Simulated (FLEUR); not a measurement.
## Cr (Chromium): parallel and opposed starts

Aim: find out whether Cr (Chromium) carries moments, and which collinear order costs least.

Program: FLEUR MaX-R8.1. Level of theory: PBEsol; all-electron FLAPW, Dirac cores, scalar-relativistic bands. Results are calculated unless marked as measured.

**1. The starting structure**

The structure is cubic, space group Im-3m (No. 229). Conventional cell: a = 2.884 Å, b = 2.884 Å, c = 2.884 Å, α = 90.00°, β = 90.00°, γ = 90.00°. Nearest to Cr lie 8 Cr at 2.50 Å.

**2. Order 1, typed as ferro +**

The parallel start comes first: it shows whether parallel moments hold.

inpgen writes inp.xml from crystal.txt; cutoffs, mixing, functional, smearing and local orbitals are then set in the file. The k list default-1 (kpts.xml, not shown) is a Γ-centred 14×14×14 mesh; where the ranks do not divide the number of points, some are split in two of half the weight.

inp.xml

```
<?xml version="1.0" encoding="UTF-8" standalone="no"?>
<fleurInput fleurInputVersion="0.39">
   <comment>
      Cr
   </comment>
   <calculationSetup>
      <cutoffs Kmax="3.6" Gmax="10.8" GmaxXC="10.8" numbands="0"/>
      <scfLoop itmax="90" minDistance="0.00002" maxIterBroyd="15" imix="Anderson" alpha="0.05" precondParam="0.0" spinf="2.0" sdNocoIR="T"/>
      <coreElectrons ctail="T" frcor="F" kcrel="0" coretail_lmax="0"/>
      <xcFunctional name="PBEs" relativisticCorrections="F"/>
      <magnetism jspins="2"/>
      <soc l_soc="F" theta="0.0" phi="0.0" spav="F"/>
      <expertModes spex="0" secvar="F"/>
      <geometryOptimization l_f="F" forcealpha="1.0" forcemix="BFGS" epsdisp="0.00001" epsforce="0.00001"/>
      <ldaU l_linMix="F" mixParam="0.05" spinf="1.0"/>
   </calculationSetup>
   <cell>
      <bzIntegration valenceElectrons="14.0" mode="hist" fermiSmearingEnergy="0.00183747">
         <kPointListSelection listName="default-1"/>
         <xi:include xmlns:xi="http://www.w3.org/2001/XInclude" href="kpts.xml"> </xi:include>
      </bzIntegration>
      <xi:include xmlns:xi="http://www.w3.org/2001/XInclude" href="sym.xml"> </xi:include>
      <bulkLattice scale="1.0">
         <bravaisMatrix>
            <row-1>   -2.7248905853669698     2.7248905853669698     2.7248905853669698</row-1>
            <row-2>    2.7248905853669698    -2.7248905853669698     2.7248905853669698</row-2>
            <row-3>    2.7248905853669698     2.7248905853669698    -2.7248905853669698</row-3>
         </bravaisMatrix>
      </bulkLattice>
   </cell>
   <atomSpecies>
      <species name="Chromium (2.500" element="Cr" atomicNumber="24">
         <mtSphere radius="2.3" gridPoints="761" logIncrement="0.016"/>
         <atomicCutoffs lmax="8" lnonsphr="6"/>
         <electronConfig flipSpins="F">
            <coreConfig>(1s1/2) (2s1/2) (2p1/2) (2p3/2)</coreConfig>
            <valenceConfig>(3s1/2) (3p1/2) (3p3/2) (4s1/2) (3d3/2) (3d5/2)</valenceConfig>
            <stateOccupation state="(4s1/2)" spinUp="0.5" spinDown="0.5"/>
            <stateOccupation state="(3d3/2)" spinUp="1.0" spinDown="1.0"/>
            <stateOccupation state="(3d5/2)" spinUp="2.75" spinDown="0.25"/>
         </electronConfig>
         <energyParameters s="4" p="4" d="3" f="4"/>
         <lo type="SCLO" l="0" n="3" eDeriv="0"/>
         <lo type="SCLO" l="1" n="3" eDeriv="0"/>
      </species>
   </atomSpecies>
   <atomGroups>
      <atomGroup species="Chromium (2.500">
         <relPos label="                   1">.0000000000 .0000000000 .0000000000</relPos>
         <force calculate="T" relaxXYZ="TTT"/>
      </atomGroup>
   </atomGroups>
   <output dos="F" band="F" slice="F">
      <bandDOS minEnergy="-.5*Htr" maxEnergy="0.5*Htr" sigma="0.015" storeEVData="T"/>
      <plotting iplot="0" polar="F">
         <plot TwoD="T" vec1="  1.0  0.0  0.0" vec2="  0.0  1.0  0.0" vec3="  0.0  0.0  1.0" zero="  0.0  0.0  0.0" file="plot"/>
      </plotting>
      <moessbauerParams electricFieldGradient="F" isomerShift="F" coreHyperfine="F" valenceHyperfine="F"/>
   </output>
</fleurInput>
```

crystal.txt

```
Cr
&input film=F cartesian=F /
-1.44195000000  1.44195000000  1.44195000000
1.44195000000  -1.44195000000  1.44195000000
1.44195000000  1.44195000000  -1.44195000000
1.8897261246
1.0 1.0 1.0

1
24 0.00000000000  0.00000000000  0.00000000000 : 2.500

&kpt div1=14 div2=14 div3=14 gamma=T /
```

Command:

```console
$ OMP_NUM_THREADS=1 inpgen -f crystal.txt > inpgen.log  # inp.xml is then edited as shown
$ OMP_NUM_THREADS=1 mpirun -n 4 fleur_MPI > fleur.log
```

What it wrote:

```text
Welcome to FLEUR        (www.flapw.de)
      MaX-Release 8.1          (www.max-centre.eu)

 ========== k-point set info ==========
 Selected k-point list: default-1
 k-point list type: mesh
 14 x 14 x 14
 Number of k points: 104

 ------------Calculation Setup---------------------------
 Number of MPI-tasks      :            4
 Number of PE/node        :            4
 Number of OMP-threads    :            1
 k-points in parallel     :            4
 pe's per k-point         :            1
 No of k-point loops      :           26
 Eigenvalue solver        :       lapack
 Number of basis functions:           74
 Approximate size of matrices (H+S) per k-point:         0.000 GB
 --------------------------------------------------------
 Iteration:     1   Distance:      45.64565936 me/bohr^3
 Iteration:     2   Distance:      43.23614622 me/bohr^3
 Iteration:     3   Distance:      23.14250837 me/bohr^3
 Iteration:     4   Distance:      28.64241210 me/bohr^3
 Iteration:     5   Distance:      29.31514649 me/bohr^3
 Iteration:     6   Distance:      30.21501083 me/bohr^3
 Iteration:     7   Distance:      14.66025106 me/bohr^3
 Iteration:     8   Distance:       2.29826124 me/bohr^3
 Iteration:     9   Distance:       1.58557364 me/bohr^3
 Iteration:    10   Distance:       1.73941613 me/bohr^3
 Iteration:    11   Distance:       0.34570571 me/bohr^3
 Iteration:    12   Distance:       0.31942455 me/bohr^3
 Iteration:    13   Distance:       0.07680393 me/bohr^3
 Iteration:    14   Distance:       0.07800795 me/bohr^3
 Iteration:    15   Distance:       0.01546047 me/bohr^3
 Iteration:    16   Distance:       0.01514817 me/bohr^3
 Iteration:    17   Distance:       0.01297075 me/bohr^3
 Iteration:    18   Distance:       0.00396713 me/bohr^3
 Iteration:    19   Distance:       0.00073815 me/bohr^3
 Iteration:    20   Distance:       0.00104492 me/bohr^3
 Iteration:    21   Distance:       0.00017191 me/bohr^3
 Iteration:    22   Distance:       0.00002012 me/bohr^3
 Iteration:    23   Distance:       0.00005223 me/bohr^3
 Iteration:    24   Distance:       0.00000173 me/bohr^3

 ********************************************************************
 Run finished successfully
 Stop message:
   all done
 ********************************************************************

--- out.xml (last complete iteration) ---
<iteration numberForCurrentRun="   24" overallNumber="   24">
         <energyParameters units="Htr">
            <atomicEP atomType="1" spin="1" branch="4s" branchLowest="-2.20" branchHighest="2.23" value="0.2405837033"/>
            <atomicEP atomType="1" spin="1" branch="4p" branchLowest="-1.12" branchHighest="2.77" value="0.3590343206"/>
            <atomicEP atomType="1" spin="1" branch="3d" branchLowest="-9.99" branchHighest="0.58" value="0.3695289085"/>
            <atomicEP atomType="1" spin="1" branch="4f" branchLowest="-9.99" branchHighest="3.47" value="0.6573153276"/>
            <loAtomicEP atomType="1" spin="1" branch="3s" branchLowest="-24.02" branchHighest="-2.20" value="-2.2144056683"/>
            <loAtomicEP atomType="1" spin="1" branch="3p" branchLowest="-20.12" branchHighest="-1.12" value="-1.1657304389"/>
            <atomicEP atomType="1" spin="2" branch="4s" branchLowest="-2.20" branchHighest="2.23" value="0.2405837169"/>
            <atomicEP atomType="1" spin="2" branch="4p" branchLowest="-1.12" branchHighest="2.77" value="0.3590343355"/>
            <atomicEP atomType="1" spin="2" branch="3d" branchLowest="-9.99" branchHighest="0.58" value="0.3695289141"/>
            <atomicEP atomType="1" spin="2" branch="4f" branchLowest="-9.99" branchHighest="3.47" value="0.6573153435"/>
            <loAtomicEP atomType="1" spin="2" branch="3s" branchLowest="-24.02" branchHighest="-2.20" value="-2.2144056678"/>
            <loAtomicEP atomType="1" spin="2" branch="3p" branchLowest="-20.12" branchHighest="-1.12" value="-1.1657304383"/>
         </energyParameters>
         <bandgap value="0.0054347554" units="eV"/>
         <sumValenceSingleParticleEnergies value="-9.4683438839" units="Htr"/>
         <FermiEnergy value="0.4160429272" units="Htr"/>
         <valenceDensity>
            <mtCharges spin="1">
               <mtCharge atomType="1" total="6.3578413" s="1.1746528" p="3.1713708" d="1.9945707" f="0.0138090"/>
            </mtCharges>
            <mtCharges spin="2">
               <mtCharge atomType="1" total="6.3578413" s="1.1746528" p="3.1713708" d="1.9945707" f="0.0138090"/>
            </mtCharges>
            <spinDependentCharge spin="1" total="7.0000000" interstitial="0.6421587" mtSpheres="6.3578413"/>
            <spinDependentCharge spin="2" total="7.0000000" interstitial="0.6421587" mtSpheres="6.3578413"/>
            <totalCharge value="14.0000000000"/>
         </valenceDensity>
         <coreStates atomType="     1" atomicNumber=" 24" spin="1" kinEnergy="    480.6929866378" eigValSum="   -299.7223376890" lostElectrons=" 0.000000">
            <state n="1" l="0" j="0.5" energy="-215.3433299577" weight="1.0000000000"/>
            <state n="2" l="0" j="0.5" energy="-24.0193762557" weight="1.0000000000"/>
            <state n="2" l="1" j="0.5" energy="-20.3312635779" weight="1.0000000000"/>
            <state n="2" l="1" j="1.5" energy="-20.0141839489" weight="2.0000000000"/>
         </coreStates>
         <coreStates atomType="     1" atomicNumber=" 24" spin="2" kinEnergy="    480.6929866422" eigValSum="   -299.7223376882" lostElectrons=" 0.000000">
            <state n="1" l="0" j="0.5" energy="-215.3433299579" weight="1.0000000000"/>
            <state n="2" l="0" j="0.5" energy="-24.0193762554" weight="1.0000000000"/>
            <state n="2" l="1" j="0.5" energy="-20.3312635777" weight="1.0000000000"/>
            <state n="2" l="1" j="1.5" energy="-20.0141839487" weight="2.0000000000"/>
         </coreStates>
         <allElectronCharges>
            <spinDependentCharge spin="1" total="12.0000000" interstitial="0.6421587" mtSpheres="11.3578413"/>
            <spinDependentCharge spin="2" total="12.0000000" interstitial="0.6421587" mtSpheres="11.3578413"/>
            <totalCharge value="24.0000000000"/>
         </allElectronCharges>
         <magneticMomentsInMTSpheres units="muBohr">
            <globalMagMoment atomType="1" vec="0.00000   0.00000   0.00000"/>
            <localMagMoment atomType="1" vec="0.00000   0.00000   0.00000"/>
         </magneticMomentsInMTSpheres>
         <moessbauerParams unitsHFF="kG" unitsIS="e/bohr^3" unitsEFG="Htr/bohr^2">
         </moessbauerParams>
         <totalEnergy value="    -1049.8384768834" units="Htr">
            <sumOfEigenvalues value="     -608.9130192611">
               <coreElectrons value="-599.4446753772"/>
               <valenceElectrons value="-9.4683438839"/>
            </sumOfEigenvalues>
            <densityCoulombPotentialIntegral value="-1608.2406449582"/>
            <densityEffectivePotentialIntegral value="-1670.6748929132"/>
            <chargeDenXCDenIntegral value="-47.6993325004"/>
            <FockExchangeEnergyValence value="0.0000000000"/>
            <FockExchangeEnergyCore value="0.0000000000"/>
            <atomTypeDependentContributions atomType="1">
               <electronNucleiInteractionDifferentMTs value="1248.8131957926"/>
               <MadelungTerm value="-10.9674997633"/>
            </atomTypeDependentContributions>
            <tkbTimesEntropy value="0.0003266585"/>
            <freeEnergy value="-1049.8388035419"/>
            <extrapolationTo0K value="-1049.8386402126"/>
         </totalEnergy>
         <densityConvergence units="me/bohr^3">
            <chargeDensity spin="1" distance="0.0000009463"/>
            <chargeDensity spin="2" distance="0.0000008310"/>
            <overallChargeDensity distance="0.0000017293"/>
            <spinDensity distance="0.0000004259"/>
         </densityConvergence>
      </iteration>
```

Elapsed: 14 s, on 4 MPI ranks of Intel Xeon Platinum 8488C (Sapphire Rapids), shared host; peak memory 0.2 GiB; 57 s of CPU time.

Read from the output:

| Quantity | Value |
| --- | --- |
| free energy | -28567.5692 eV |
| program's band gap on this mesh (in a metal only a level spacing) | 0.005435 eV |
| final state | non-magnetic |

After 24 cycles the seed has died away: no moment is left.

**3. Order 2, typed as antiferro q=(0,0,1/2) +-**

Reversing part of the moments tests the sign of the couplings between them.

The cell is doubled to 2 atoms to hold this order. The mesh is halved along the doubled vector, so that both cells sample the same points. The k list default-1 (kpts.xml, not shown) is a Γ-centred 14×14×7 mesh.

Edit inp.xml of step 2 so:

```diff
@@ -17,3 +17,3 @@
    <cell>
-      <bzIntegration valenceElectrons="14.0" mode="hist" fermiSmearingEnergy="0.00183747">
+      <bzIntegration valenceElectrons="28.0" mode="hist" fermiSmearingEnergy="0.00183747">
          <kPointListSelection listName="default-1"/>
@@ -26,3 +26,3 @@
             <row-2>    2.7248905853669698    -2.7248905853669698     2.7248905853669698</row-2>
-            <row-3>    2.7248905853669698     2.7248905853669698    -2.7248905853669698</row-3>
+            <row-3>    5.4497811707339396     5.4497811707339396    -5.4497811707339396</row-3>
          </bravaisMatrix>
@@ -45,2 +45,16 @@
       </species>
+      <species name="Chromium (-2.500" element="Cr" atomicNumber="24">
+         <mtSphere radius="2.3" gridPoints="761" logIncrement="0.016"/>
+         <atomicCutoffs lmax="8" lnonsphr="6"/>
+         <electronConfig flipSpins="F">
+            <coreConfig>(1s1/2) (2s1/2) (2p1/2) (2p3/2)</coreConfig>
+            <valenceConfig>(3s1/2) (3p1/2) (3p3/2) (4s1/2) (3d3/2) (3d5/2)</valenceConfig>
+            <stateOccupation state="(4s1/2)" spinUp="0.5" spinDown="0.5"/>
+            <stateOccupation state="(3d3/2)" spinUp="1.0" spinDown="1.0"/>
+            <stateOccupation state="(3d5/2)" spinUp="0.25" spinDown="2.75"/>
+         </electronConfig>
+         <energyParameters s="4" p="4" d="3" f="4"/>
+         <lo type="SCLO" l="0" n="3" eDeriv="0"/>
+         <lo type="SCLO" l="1" n="3" eDeriv="0"/>
+      </species>
    </atomSpecies>
@@ -49,2 +63,6 @@
          <relPos label="                   1">.0000000000 .0000000000 .0000000000</relPos>
+         <force calculate="T" relaxXYZ="TTT"/>
+      </atomGroup>
+      <atomGroup species="Chromium (-2.500">
+         <relPos label="                   2">.0000000000 .0000000000 1.000/2.000</relPos>
          <force calculate="T" relaxXYZ="TTT"/>
```

crystal.txt

```
Cr
&input film=F cartesian=F /
-1.44195000000  1.44195000000  1.44195000000
1.44195000000  -1.44195000000  1.44195000000
2.88390000000  2.88390000000  -2.88390000000
1.8897261246
1.0 1.0 1.0

2
24 0.00000000000  0.00000000000  0.00000000000 : 2.500
24 0.00000000000  0.00000000000  0.50000000000 : -2.500

&kpt div1=14 div2=14 div3=7 gamma=T /
```

What it wrote:

```text
[banner, memory and clock lines left out]
Welcome to FLEUR        (www.flapw.de)
      MaX-Release 8.1          (www.max-centre.eu)

 ========== k-point set info ==========
 Selected k-point list: default-1
 k-point list type: mesh
 14 x 14 x 7
 Number of k points: 372

 ------------Calculation Setup---------------------------
 Number of PE/node        :            4
 Number of OMP-threads    :            1
 k-points in parallel     :            4
 pe's per k-point         :            1
 No of k-point loops      :           93
 Eigenvalue solver        :       lapack
 Number of basis functions:          148
 Approximate size of matrices (H+S) per k-point:         0.000 GB
 Iteration:     1   Distance:      39.15348309 me/bohr^3
 Iteration:     2   Distance:      34.01983976 me/bohr^3
 Iteration:     3   Distance:      14.66897140 me/bohr^3
 Iteration:     4   Distance:      23.42512921 me/bohr^3
 Iteration:     5   Distance:      18.97188589 me/bohr^3
 Iteration:     6   Distance:       8.65930380 me/bohr^3
 Iteration:     7   Distance:       6.13383535 me/bohr^3
 Iteration:     8   Distance:       6.05830657 me/bohr^3
 Iteration:     9   Distance:       2.41865873 me/bohr^3
 Iteration:    10   Distance:       1.79219318 me/bohr^3
 Iteration:    11   Distance:       1.85172308 me/bohr^3
 Iteration:    12   Distance:       1.45766548 me/bohr^3
 Iteration:    13   Distance:       0.88711104 me/bohr^3
 Iteration:    14   Distance:       0.30750784 me/bohr^3
 Iteration:    15   Distance:       0.26703794 me/bohr^3
 Iteration:    16   Distance:       0.26123057 me/bohr^3
 Iteration:    17   Distance:       0.21887311 me/bohr^3
 Iteration:    18   Distance:       0.06976242 me/bohr^3
 Iteration:    19   Distance:       0.06343906 me/bohr^3
 Iteration:    20   Distance:       0.02714979 me/bohr^3
 Iteration:    21   Distance:       0.02458037 me/bohr^3
 Iteration:    22   Distance:       0.00611975 me/bohr^3
 Iteration:    23   Distance:       0.00243490 me/bohr^3
 Iteration:    24   Distance:       0.00238444 me/bohr^3
 Iteration:    25   Distance:       0.00069855 me/bohr^3
 Iteration:    26   Distance:       0.00050663 me/bohr^3
 Iteration:    27   Distance:       0.00006894 me/bohr^3
 Iteration:    28   Distance:       0.00001873 me/bohr^3

 ********************************************************************
 Run finished successfully
 Stop message:
   all done
 ********************************************************************

--- out.xml (last complete iteration) ---
<iteration numberForCurrentRun="   28" overallNumber="   28">
         [... left out ...]
         <bandgap value="0.0000003792" units="eV"/>
         <sumValenceSingleParticleEnergies value="-18.9366872539" units="Htr"/>
         <FermiEnergy value="0.4160429433" units="Htr"/>
         <valenceDensity>
            <mtCharges spin="1">
               <mtCharge atomType="1" total="6.3578407" s="1.1746528" p="3.1713708" d="1.9945702" f="0.0138090"/>
               <mtCharge atomType="2" total="6.3578417" s="1.1746529" p="3.1713708" d="1.9945711" f="0.0138090"/>
            </mtCharges>
            <mtCharges spin="2">
               <mtCharge atomType="1" total="6.3578417" s="1.1746529" p="3.1713708" d="1.9945711" f="0.0138090"/>
               <mtCharge atomType="2" total="6.3578407" s="1.1746528" p="3.1713708" d="1.9945702" f="0.0138090"/>
            </mtCharges>
            <spinDependentCharge spin="1" total="14.0000000" interstitial="1.2843175" mtSpheres="12.7156825"/>
            <spinDependentCharge spin="2" total="14.0000000" interstitial="1.2843175" mtSpheres="12.7156825"/>
            <totalCharge value="28.0000000000"/>
         </valenceDensity>
         [... left out ...]
         <magneticMomentsInMTSpheres units="muBohr">
            <globalMagMoment atomType="1" vec="0.00000   0.00000   0.00000"/>
            <localMagMoment atomType="1" vec="0.00000   0.00000   0.00000"/>
            <globalMagMoment atomType="2" vec="0.00000   0.00000   0.00000"/>
            <localMagMoment atomType="2" vec="0.00000   0.00000   0.00000"/>
         </magneticMomentsInMTSpheres>
         [... left out ...]
         <totalEnergy value="    -2099.6769537659" units="Htr">
            <sumOfEigenvalues value="    -1217.8260369440">
               <coreElectrons value="-1198.8893496901"/>
               <valenceElectrons value="-18.9366872539"/>
            </sumOfEigenvalues>
            <densityCoulombPotentialIntegral value="-3216.4812890474"/>
            <densityEffectivePotentialIntegral value="-3341.3497850655"/>
            <chargeDenXCDenIntegral value="-95.3986650791"/>
            <FockExchangeEnergyValence value="0.0000000000"/>
            <FockExchangeEnergyCore value="0.0000000000"/>
         [... left out ...]
            <tkbTimesEntropy value="0.0006533170"/>
            <freeEnergy value="-2099.6776070829"/>
            <extrapolationTo0K value="-2099.6772804244"/>
         </totalEnergy>
         <densityConvergence units="me/bohr^3">
            <chargeDensity spin="1" distance="0.0000113917"/>
            <chargeDensity spin="2" distance="0.0000113983"/>
            <overallChargeDensity distance="0.0000187271"/>
            <spinDensity distance="0.0000129877"/>
         </densityConvergence>
      </iteration>
```

Wall time 75 s (4 MPI ranks); peak memory 0.3 GiB; 5 min of CPU time.

Numbers from this step:

- free energy: -57135.1384 eV
- program's band gap on this mesh (in a metal only a level spacing): 3.79e-7 eV
- final state: non-magnetic

It ends in the same state without moments as the first start; the 1.2e-5 meV a seeded atom between them is numerical noise.

[end of part 1 of 2]

[Logs and program files are shortened in this print: banners, set-up blocks, solver, clock and traceback lines can be left out without a mark of their own.]

[Logs are printed without paths, hosts, clocks, repeated set-up lines and the standing remarks that a program may print on its own settings, such as how far it seeks lower states.]

[Hosts, paths, dates, database ids (printed as entryN), source tags and the programs' standing remarks are cut or masked in the printed files.]

[Where a cell is said to come from a database of computed structures, the database is the Materials Project.]
